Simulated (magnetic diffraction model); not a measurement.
# Moment size from magnetic intensity in Tm2CoS4

Space group P-1 (no. 2), a = 6.4290 Å, b = 6.5060 Å, c = 7.5080 Å, α = 88.53°, β = 70.15°, γ = 89.66°.

```csv
site,atom,x,y,z
2i,Tm,0.6740,0.9814,0.6871
2i,Tm,0.8266,0.4855,0.3117
1e,Co,1/2,1/2,0
1a,Co,0,0,0
2i,S,0.3288,0.8051,0.9628
2i,S,0.4846,0.7553,0.4797
2i,S,0.8138,0.6987,0.9706
2i,S,0.0116,3/4,0.4663
```

The compound is invented for this exercise: a known structure type with other elements, its cell scaled to their sizes and not relaxed.

Only Tm and Co are taken to order (form factors of Tm3+ and Co2+); orders and moment sizes are assumed, and not adapted to the symmetry. Radiation: neutrons of λ = 4.2 Å, 5° to 75°; isotropic B of 0.54 Å² (Tm), 0.85 Å² (Co) and 0.86 Å² (S). The intensities are simulated: I ∝ L Σ (|F_N|² + |F_M⊥|²) for unpolarised neutrons, with F_M = 2.695 fm/μB × Σ f(s) S exp(2πi Q·r) exp(−B s²) at Q = H ± k (one set where k and −k are equivalent), only the part normal to Q counting and L = 1/(sin²θ cos θ). For collinear order S is the moment m, which repeats by lattice and centring translations R with the sign exp(−2πi k·R). Form factors are spin-only for 3d ions and dipole or tabulated for f ions, scattering lengths are Sears's of 1992, and absorption is left out. A label names one of the reflections at its angle. The strongest nuclear line in the range is 100, and lines under 0.2 are left out.

In a first state the assumed order is k = (1/2 1/2 0), collinear moments along [100], 6.2 μB on Tm and 2.87 μB on Co; signs + at (0.6740, 0.9814, 0.6871), + at (0.8266, 0.4855, 0.3117), + at (0.1734, 0.5145, 0.6883), − at (0.3260, 0.0186, 0.3129), − at (1/2, 1/2, 0), − at (0, 0, 0), with this pattern:

| 2θ (°) | index | nuclear | magnetic |
| --- | --- | --- | --- |
| 27.39 | (1/2 -1/2 0) | 0.0 | 748.9 |
| 27.47 | (1/2 1/2 0) | 0.0 | 1204.8 |
| 34.61 | (0 0 1) | 43.2 | 0.0 |
| 38.26 | (1/2 1/2 1) | 0.0 | 805.2 |
| 39.08 | (1/2 -1/2 1) | 0.0 | 1712.9 |
| 49.79 | (-1/2 1/2 1) | 0.0 | 429.0 |
| 50.56 | (1/2 1/2 -1) | 0.0 | 511.0 |
| 51.38 | (0 1 1) | 6.3 | 0.0 |
| 52.78 | (0 1 -1) | 4.8 | 0.0 |
| 56.52 | (1 -1 0) | 54.8 | 0.0 |
| 56.70 | (1 1 0) | 46.8 | 0.0 |
| 58.54 | (1 1 1) | 100.0 | 0.0 |
| 59.65 | (1 -1 1) | 89.2 | 0.0 |
| 61.87 | (1/2 -3/2 0) | 0.0 | 299.0 |
| 61.99 | (1/2 3/2 0) | 0.0 | 376.4 |
| 63.74 | (3/2 1/2 1) | 0.0 | 53.7 |
(The table stops after 16 lines; 8 more lie at higher angle.)

**Question.** Nearer the ordering temperature the line at 39.08° has total intensity 154.1 on the same scale, and all moments have shrunk alike. How large is the Tm moment?

The nuclear part, 0.0, stays, so the magnetic part is 154.1 against 1712.9. It goes as m², so m = 6.2 × √(154.1/1712.9) = 1.86 μB; the value used was 1.86 μB.

[Logs are printed without paths, hosts, clocks, repeated set-up lines and the standing remarks that a program may print on its own settings, such as how far it seeks lower states.]
